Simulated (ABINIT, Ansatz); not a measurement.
# Sr2MgH6 (P-3m1): G0W0 on several meshes in ABINIT

Aim: the GW shift of Sr2MgH6 (P-3m1) against the k mesh.

Method: PBEsol and many-body steps on it, plane waves, in ABINIT 10.8.3.

## (1) Starting point

The structure is trigonal, space group P-3m1 (No. 164). Conventional cell: a = 5.475 Å, b = 5.475 Å, c = 4.188 Å, α = 90.00°, β = 90.00°, γ = 120.00°. Sr has 12 H at 2.56 to 2.74 Å nearest. Mg has 6 H at 1.94 Å nearest. H has 1 Mg at 1.94 Å and 4 Sr at 2.56 to 2.74 Å and 6 H at 2.58 to 2.78 Å nearest. Farther neighbours are not listed.

The cell and positions are those that the Materials Project relaxed with its own functionals (PBE, PBE+U or r2SCAN), kept fixed.

## (2) Empty states on the mesh, 3×3×2 mesh, 212 bands

This step: ABINIT 10.8.3; DFT, PBEsol, plane waves, norm-conserving pseudopotentials.

The sums over transitions need many empty states on a uniform mesh; this step solves for them.

Input file run.abi:

```
acell 3*1.0 Angstrom
rprim 
  5.475438295790 0.000000000002 0.000000000000
  -2.737719147897 4.741868661007 0.000000000000
  0.000000000000 0.000000000000 4.188467730000
ntypat 3
znucl 38 12 1
natom 9
typat 1 1 2 3 3 3 3 3 3
xred 
  0.666666666667 0.333333333333 0.263532570000
  0.333333333333 0.666666666667 0.736467430000
  0.000000000000 0.000000000000 0.000000000000
  0.823459443333 0.646918886667 0.765248350000
  0.823459443333 0.176540556667 0.765248350000
  0.353081113333 0.176540556667 0.765248350000
  0.176540556667 0.353081113333 0.234751650000
  0.176540556667 0.823459443333 0.234751650000
  0.646918886667 0.823459443333 0.234751650000
pp_dirpath "pseudos"
pseudos "Sr.upf, Mg.upf, H.upf"
ecut 38
ngkpt 3 3 2
nshiftk 1
shiftk 0 0 0
kptopt 1
chksymbreak 0
iscf -2
irdden 1
istwfk *1
nband 212
nbdbuf 18
tolwfr 1e-09
nstep 60
prtvol 0
indata_prefix "in"
outdata_prefix "out"
tmpdata_prefix "tmp"
```

Launch:

```bash
$ OMP_NUM_THREADS=1 mpirun -n 4 abinit run.abi > log
```

Numbers of over 12 decimals in the logs are rounded to 6 here.

Log:

```text
.Version 10.8.3 of ABINIT. v10.8.2 released Aug 2026.

 Symmetries : space group P-3 m 1 (#164); Bravais hP (primitive hexag.)
[... echo of the input left out ...]
== DATASET  1 ==================================================================
-   mpi_nproc: 4, omp_nthreads: 1 (-1 if OMP is not activated)

--- !DatasetInfo
iteration_state: {dtset: 1, }
dimensions: {natom: 9, nkpt: 6, mband: 212, nsppol: 1, nspinor: 1, nspden: 1, mpw: 8238, }
cutoff_energies: {ecut:  38.0, pawecutdg:  -1.0, }
[...]
2.81535    2.83553    2.83553    2.85015    2.85319    2.85622    2.87863    2.87863
   2.88997    2.90110    2.90110    2.92163    2.92163    2.94883    2.94889    2.95037
   2.95107    2.96766    2.98359    2.99504
 prteigrs : prtvol=0 or 1, do not print more k-points.

== END DATASET(S) ==============================================================
================================================================================

 -outvars: echo values of variables after computation  --------
            nband         212
             nkpt           6
          spgroup         164
 [... the other variables as echoed above ...]

 Calculation completed.
```

Elapsed: 2.3 min, on 4 MPI ranks of Arm Neoverse V1, shared host; peak memory 0.52 GiB.

This step gave:

| Item | Value |
| --- | --- |
| gap | 2.528 eV |
| k of the valence top | 0.3333, 0.3333, 0 |
| k of the conduction bottom | 0, 0, 0 |
| least direct gap | 2.945 eV |
| k points computed | 6 |
| lowest point of the top converged band, above the valence top | 70.6386 eV |

On this mesh the gap is 2.528 eV.

The density comes from a self-consistent run that is not shown.

## (3) Screening, 3×3×2 mesh, 90 bands, screening to 114.3 eV

The RPA dielectric matrix is built and inverted for each q.

This step: RPA screening on PBEsol, plane waves, norm-conserving pseudopotentials.

run.abi, as its differences from that of step 2:

```diff
@@ -27,10 +27,11 @@
 chksymbreak 0
-iscf -2
-irdden 1
 istwfk *1
-nband 212
-nbdbuf 18
-tolwfr 1e-09
-nstep 60
-prtvol 0
+occopt 1
+irdwfk 1
+optdriver 3
+nband 90
+ecuteps 4.2
+inclvkb 2
+awtr 1
+symchi 1
 indata_prefix "in"
```

Log:

```text
.Version 10.8.3 of ABINIT. v10.8.2 released Aug 2026.

 Symmetries : space group P-3 m 1 (#164); Bravais hP (primitive hexag.)
[... echo of the input left out ...]
== DATASET  1 ==================================================================
-   mpi_nproc: 4, omp_nthreads: 1 (-1 if OMP is not activated)

--- !DatasetInfo
iteration_state: {dtset: 1, }
dimensions: {natom: 9, nkpt: 6, mband: 90, nsppol: 1, nspinor: 1, nspden: 1, mpw: 8238, }
cutoff_energies: {ecut:  38.0, pawecutdg:  -1.0, }
electrons: {nelect:   3.60000000E+01, charge:   0.00000000E+00, occopt:   1.00000000E+00, tsmear:   1.00000000E-02, }

 SCREENING: Calculation of the susceptibility and dielectric matrices

 Based on a program developped by R.W. Godby, V. Olevano, G. Onida, and L. Reining.
 Incorporated in ABINIT by V. Olevano, G.-M. Rignanese, and M. Torrent.
.Using double precision arithmetic ; gwpc =  8

[... cell and pseudopotentials left out ...]
--------------------------------------------------------------------------------

 ==== K-mesh for the wavefunctions ====
 Number of points in the irreducible wedge :     6
[... list of points left out ...]
 Together with 12 symmetry operations and time-reversal symmetry
 yields    18 points in the full Brillouin Zone.

 ==== Q-mesh for the screening function ====
 Number of points in the irreducible wedge :     6
[... list of points left out ...]
 Together with 12 symmetry operations and time-reversal symmetry
 yields    18 points in the full Brillouin Zone.

 setmesh: FFT mesh size selected  =    36x   36x   30
          total number of points  =        38880

 vcoul_init : cutoff-mode = AUXILIARY_FUNCTION
 q-points for optical limit:   1
     1)      0.000010    0.000020    0.000030

- screening: taking advantage of time-reversal symmetry
- Maximum band index for partially occupied states nbvw = 18
- Remaining bands to be divided among processors   nbcw = 72
- Number of bands treated by each node ~18

 Number of electrons calculated from density =   36.0000; Expected =   36.0000
 average of density, n =  0.049055
 r_s =    1.6946
 omega_plasma =   21.3647 [eV]

 calculating chi0 at frequencies [eV] :
  1    0.000000E+00    0.000000E+00
  2    0.000000E+00    2.136470E+01

--------------------------------------------------------------------------------
  q-point number  1        q = ( 0.000000, 0.000000, 0.000000) [r.l.u.]
--------------------------------------------------------------------------------
[... chi0 elements left out ...]
 For q-point:  0.000010 0.000020 0.000030
  dielectric constant =   5.7298
  dielectric constant without local fields =   6.3718

  Average fulfillment of the sum rule on Im[epsilon] for q-point    1 :     58.29  [%]
[... wings left out ...]
  q-point number  2        q = ( 0.333333, 0.000000, 0.000000) [r.l.u.]
--------------------------------------------------------------------------------
[... chi0 elements left out ...]
  Average fulfillment of the sum rule on Im[epsilon] for q-point    2 :     67.43  [%]

 [... 4 further q-points ...]
```

It took 27 s on 4 MPI ranks; peak memory 1.1 GiB; 1.8 min of CPU time.

Numbers from this step:

```yaml
eps_infinity_with_local_fields_on_this_mesh_along_the_program_s_q_direction: 5.730
the_same_without_local_fields: 6.372
plasma_frequency: 21.36 eV
plane_waves_in_the_screening_matrix: 283
```

Local fields lower ε∞ by 10 %. On a Γ-centred mesh this coarse the value itself is usually too large, while a short band sum pulls it down.

## (4) 3×3×2

The self-energy is evaluated for the states that the input lists, and the levels follow from it, in one-shot runs by the linearised quasiparticle equation.

This step: G0W0 on PBEsol, plane waves, norm-conserving pseudopotentials.

run.abi, as its differences from that of step 3:

```diff
@@ -30,8 +30,17 @@
 irdwfk 1
-optdriver 3
+optdriver 4
 nband 90
+gwcalctyp 0
+ecutsigx 38
+symsigma 1
+nkptgw 2
+kptgw 
+  0.3333333333 0.3333333333 0.0000000000
+  0.0000000000 0.0000000000 0.0000000000
+bdgw 
+  16 20
+  17 21
 ecuteps 4.2
-inclvkb 2
-awtr 1
-symchi 1
+irdscr 1
+ppmodel 1
 indata_prefix "in"
```

Log:

```text
.Version 10.8.3 of ABINIT. v10.8.2 released Aug 2026.

 Symmetries : space group P-3 m 1 (#164); Bravais hP (primitive hexag.)
[... echo of the input left out ...]
== DATASET  1 ==================================================================
-   mpi_nproc: 4, omp_nthreads: 1 (-1 if OMP is not activated)

--- !DatasetInfo
iteration_state: {dtset: 1, }
dimensions: {natom: 9, nkpt: 6, mband: 90, nsppol: 1, nspinor: 1, nspden: 1, mpw: 8238, }
cutoff_energies: {ecut:  38.0, pawecutdg:  -1.0, }
electrons: {nelect:   3.60000000E+01, charge:   0.00000000E+00, occopt:   1.00000000E+00, tsmear:   1.00000000E-02, }

 SIGMA: Calculation of the GW corrections

 Based on a program developped by R.W. Godby, V. Olevano, G. Onida, and L. Reining.
 Incorporated in ABINIT by V. Olevano, G.-M. Rignanese, and M. Torrent.
.Using double precision arithmetic ; gwpc =  8

[... cell and pseudopotentials left out ...]
--------------------------------------------------------------------------------

 ==== K-mesh for the wavefunctions ====
 Number of points in the irreducible wedge :     6
[... list of points left out ...]
 Together with 12 symmetry operations and time-reversal symmetry
 yields    18 points in the full Brillouin Zone.

 ==== Q-mesh for screening function ====
 Number of points in the irreducible wedge :     6
[... list of points left out ...]
 Together with 12 symmetry operations and time-reversal symmetry
 yields    18 points in the full Brillouin Zone.

 vcoul_init : cutoff-mode = AUXILIARY_FUNCTION
 q-points for optical limit:   1
     1)      0.000010    0.000020    0.000030
 setmesh: FFT mesh size selected  =    50x   50x   45
          total number of points  =       112500

 Number of electrons calculated from density =   36.0000; Expected =   36.0000
 average of density, n =  0.049055
 r_s =    1.6946
 omega_plasma =   21.3647 [eV]

 === KS Band Gaps ===
  >>>> For spin  1
   Minimum direct gap =   2.9453 [eV], located at k-point      :   0.0000  0.0000  0.0000
   Fundamental gap    =   2.5285 [eV], Top of valence bands at :   0.3333  0.3333  0.0000
                                       Bottom of conduction at :   0.0000  0.0000  0.0000
 SIGMA fundamental parameters:
 PLASMON POLE MODEL  1
 number of plane-waves for SigmaX                 8175
 number of plane-waves for SigmaC and W            283
 number of plane-waves for wavefunctions          8175
 number of bands                                    90
 number of independent spin polarizations            1
 number of spinorial components                      1
 number of k-points in IBZ                           6
 number of q-points in IBZ                           6
 number of symmetry operations                      12
 number of k-points in BZ                           18
 number of q-points in BZ                           18
 number of frequencies for dSigma/dE                 9
 frequency step for dSigma/dE [eV]                0.25
 number of omega for Sigma on real axis              0
 max omega for Sigma on real axis  [eV]           0.00
 zcut for avoiding poles [eV]                     0.10

 EPSILON^-1 parameters (SCR file):
 dimension of the eps^-1 matrix on file            283
 dimension of the eps^-1 matrix used               283
 number of plane-waves for wavefunctions          8175
 number of bands                                    90
 number of q-points in IBZ                           6
 number of frequencies                               2
 number of real frequencies                          1
 number of imag frequencies                          1

 matrix elements of self-energy operator (all in [eV])

 Perturbative Calculation

--- !SelfEnergy_ee
iteration_state: {dtset: 1, }
kpoint     : [   0.333,    0.333,    0.000, ]
spin       : 1
KS_gap     :    3.206
QP_gap     :    5.109
Delta_QP_KS:    1.904
data: !SigmaeeData |
     Band     E0 <VxcDFT>   SigX SigC(E0)      Z dSigC/dE  Sig(E)    E-E0       E
       16   2.964 -10.869 -13.864   2.119   0.786  -0.272 -11.558  -0.689   2.275
       17   2.964 -10.869 -13.864   2.119   0.786  -0.272 -11.558  -0.689   2.275
       18   4.043 -11.281 -14.242   2.058   0.788  -0.270 -11.992  -0.711   3.332
       19   7.249  -9.681  -4.643  -3.584   0.820  -0.219  -8.489   1.193   8.442
       20   7.555  -9.972  -5.163  -3.425   0.819  -0.221  -8.839   1.133   8.688

--- !SelfEnergy_ee
iteration_state: {dtset: 1, }
kpoint     : [   0.000,    0.000,    0.000, ]
spin       : 1
KS_gap     :    2.945
QP_gap     :    4.562
Delta_QP_KS:    1.617
data: !SigmaeeData |
     Band     E0 <VxcDFT>   SigX SigC(E0)      Z dSigC/dE  Sig(E)    E-E0       E
       17   3.626 -11.090 -14.039   2.078   0.789  -0.268 -11.777  -0.687   2.939
       18   3.626 -11.090 -14.039   2.078   0.789  -0.268 -11.777  -0.687   2.939
       19   6.572  -9.174  -4.826  -3.222   0.825  -0.212  -8.244   0.930   7.501
       20   8.503 -10.516  -4.880  -3.888   0.813  -0.230  -9.094   1.422   9.925
       21   8.503 -10.516  -4.880  -3.888   0.813  -0.230  -9.094   1.422   9.925

== END DATASET(S) ==============================================================
================================================================================

 -outvars: echo values of variables after computation  --------
           etotal      0.0000000000E+00
            nband          90
             nkpt           6
          spgroup         164
 [... the other variables as echoed above ...]

 Calculation completed.
```

Elapsed: 10 s, on 4 MPI ranks; peak memory 0.88 GiB; 41 s of CPU time.

Numbers from this step:

| Property | Result |
| --- | --- |
| G0W0 gap on the points computed | 4.169 eV |
| starting gap on the mesh | 2.528 eV |
| k of the valence top | 0.3333, 0.3333, 0 |
| k of the conduction bottom | 0, 0, 0 |
| Z at the valence top | 0.788 |
| Z at the conduction bottom | 0.825 |
| least direct G0W0 gap on the computed points | 4.562 eV |

The gap on the mesh goes from 2.53 eV to 4.17 eV, a correction of +1.64 eV.

## (5) Empty states on the mesh, 3×3×4 mesh, 98 bands

This step: DFT, PBEsol, plane waves, norm-conserving pseudopotentials.

run.abi, as its differences from that of step 4:

```diff
@@ -22,3 +22,3 @@
 ecut 38
-ngkpt 3 3 2
+ngkpt 3 3 4
 nshiftk 1
@@ -27,20 +27,10 @@
 chksymbreak 0
+iscf -2
+irdden 1
 istwfk *1
-occopt 1
-irdwfk 1
-optdriver 4
-nband 90
-gwcalctyp 0
-ecutsigx 38
-symsigma 1
-nkptgw 2
-kptgw 
-  0.3333333333 0.3333333333 0.0000000000
-  0.0000000000 0.0000000000 0.0000000000
-bdgw 
-  16 20
-  17 21
-ecuteps 4.2
-irdscr 1
-ppmodel 1
+nband 98
+nbdbuf 8
+tolwfr 1e-09
+nstep 60
+prtvol 0
 indata_prefix "in"
```

Log:

```text
.Version 10.8.3 of ABINIT. v10.8.2 released Aug 2026.

 Symmetries : space group P-3 m 1 (#164); Bravais hP (primitive hexag.)
[... echo of the input left out ...]
== DATASET  1 ==================================================================
-   mpi_nproc: 4, omp_nthreads: 1 (-1 if OMP is not activated)

--- !DatasetInfo
iteration_state: {dtset: 1, }
dimensions: {natom: 9, nkpt: 10, mband: 98, nsppol: 1, nspinor: 1, nspden: 1, mpw: 8238, }
cutoff_energies: {ecut:  38.0, pawecutdg:  -1.0, }
[...]
1.35888    1.37892    1.37892    1.38488    1.41655    1.42677    1.42677    1.43597
   1.48284    1.53673    1.55564    1.55564    1.56460    1.56460    1.57447    1.57447
   1.59555    1.63544
 prteigrs : prtvol=0 or 1, do not print more k-points.

== END DATASET(S) ==============================================================
================================================================================

 -outvars: echo values of variables after computation  --------
            nband          98
             nkpt          10
          spgroup         164
 [... the other variables as echoed above ...]

 Calculation completed.
```

The job ended after 66 s (4 MPI ranks; peak memory 0.45 GiB).

Numbers from this step:

* gap: 2.528 eV
* k of the valence top: 0.3333, 0.3333, 0
* k of the conduction bottom: 0, 0, 0
* least direct gap: 2.945 eV
* k points computed: 10
* lowest point of the top converged band, above the valence top: 35.84 eV

On this mesh the gap is 2.528 eV.

## (6) Screening, 3×3×4 mesh, 90 bands, screening to 114.3 eV

This step: RPA screening on PBEsol, plane waves, norm-conserving pseudopotentials.

run.abi, as its differences from that of step 5:

```diff
@@ -27,10 +27,11 @@
 chksymbreak 0
-iscf -2
-irdden 1
 istwfk *1
-nband 98
-nbdbuf 8
-tolwfr 1e-09
-nstep 60
-prtvol 0
+occopt 1
+irdwfk 1
+optdriver 3
+nband 90
+ecuteps 4.2
+inclvkb 2
+awtr 1
+symchi 1
 indata_prefix "in"
```

Log:

```text
.Version 10.8.3 of ABINIT. v10.8.2 released Aug 2026.

 Symmetries : space group P-3 m 1 (#164); Bravais hP (primitive hexag.)
[... echo of the input left out ...]
== DATASET  1 ==================================================================
-   mpi_nproc: 4, omp_nthreads: 1 (-1 if OMP is not activated)

--- !DatasetInfo
iteration_state: {dtset: 1, }
dimensions: {natom: 9, nkpt: 10, mband: 90, nsppol: 1, nspinor: 1, nspden: 1, mpw: 8238, }
cutoff_energies: {ecut:  38.0, pawecutdg:  -1.0, }
electrons: {nelect:   3.60000000E+01, charge:   0.00000000E+00, occopt:   1.00000000E+00, tsmear:   1.00000000E-02, }

 SCREENING: Calculation of the susceptibility and dielectric matrices

 Based on a program developped by R.W. Godby, V. Olevano, G. Onida, and L. Reining.
 Incorporated in ABINIT by V. Olevano, G.-M. Rignanese, and M. Torrent.
.Using double precision arithmetic ; gwpc =  8

[... cell and pseudopotentials left out ...]
--------------------------------------------------------------------------------

 ==== K-mesh for the wavefunctions ====
 Number of points in the irreducible wedge :    10
[... list of points left out ...]
 Together with 12 symmetry operations and time-reversal symmetry
 yields    36 points in the full Brillouin Zone.

 ==== Q-mesh for the screening function ====
 Number of points in the irreducible wedge :    10
[... list of points left out ...]
 Together with 12 symmetry operations and time-reversal symmetry
 yields    36 points in the full Brillouin Zone.

 setmesh: FFT mesh size selected  =    36x   36x   30
          total number of points  =        38880

 vcoul_init : cutoff-mode = AUXILIARY_FUNCTION
 q-points for optical limit:   1
     1)      0.000010    0.000020    0.000030

- screening: taking advantage of time-reversal symmetry
- Maximum band index for partially occupied states nbvw = 18
- Remaining bands to be divided among processors   nbcw = 72
- Number of bands treated by each node ~18

 Number of electrons calculated from density =   36.0000; Expected =   36.0000
 average of density, n =  0.049055
 r_s =    1.6946
 omega_plasma =   21.3647 [eV]

 calculating chi0 at frequencies [eV] :
  1    0.000000E+00    0.000000E+00
  2    0.000000E+00    2.136470E+01

--------------------------------------------------------------------------------
  q-point number  1        q = ( 0.000000, 0.000000, 0.000000) [r.l.u.]
--------------------------------------------------------------------------------
[... chi0 elements left out ...]
 For q-point:  0.000010 0.000020 0.000030
  dielectric constant =   4.8358
  dielectric constant without local fields =   5.3646

  Average fulfillment of the sum rule on Im[epsilon] for q-point    1 :     58.44  [%]
[... wings left out ...]
  q-point number  2        q = ( 0.333333, 0.000000, 0.000000) [r.l.u.]
--------------------------------------------------------------------------------
[... chi0 elements left out ...]
  Average fulfillment of the sum rule on Im[epsilon] for q-point    2 :     67.49  [%]

 [... 8 further q-points ...]
```

The job ended after 67 s (4 MPI ranks; peak memory 1.6 GiB; 4.5 min of CPU time).

This step gave:

```
ε∞ with local fields, on this mesh, along the program's q direction : 4.836
the same without local fields                                       : 5.365
plasma frequency                                                    : 21.36 eV
plane waves in the screening matrix                                 : 283
```

[end of part 1 of 2]

[Paths, hosts, dates, memory and timing lines, banners, echoed tables and standing remarks are left out of the program output.]

[Logs are printed without paths, hosts, clocks, repeated set-up lines and the standing remarks that a program may print on its own settings, such as how far it seeks lower states.]

[Runs of the session that timed out or met a known fault of the program may be left out.]

[No measured gap is set beside runs whose start may be inverted or whose files or cutoffs have a known fault.]

[Hosts, paths, dates, database ids (printed as entryN), source tags and the programs' standing remarks are cut or masked in the printed files.]

[G0W0 gaps are taken among the corrected bands and points alone; a level outside them can change the order at an edge.]

[Where Ansatz stands beside ABINIT at settings called matched, ABINIT's density can come from a denser mesh and the files from another edition; pairs whose starting gaps differed by over 0.03 eV were left out, so agreement reads better than it is.]
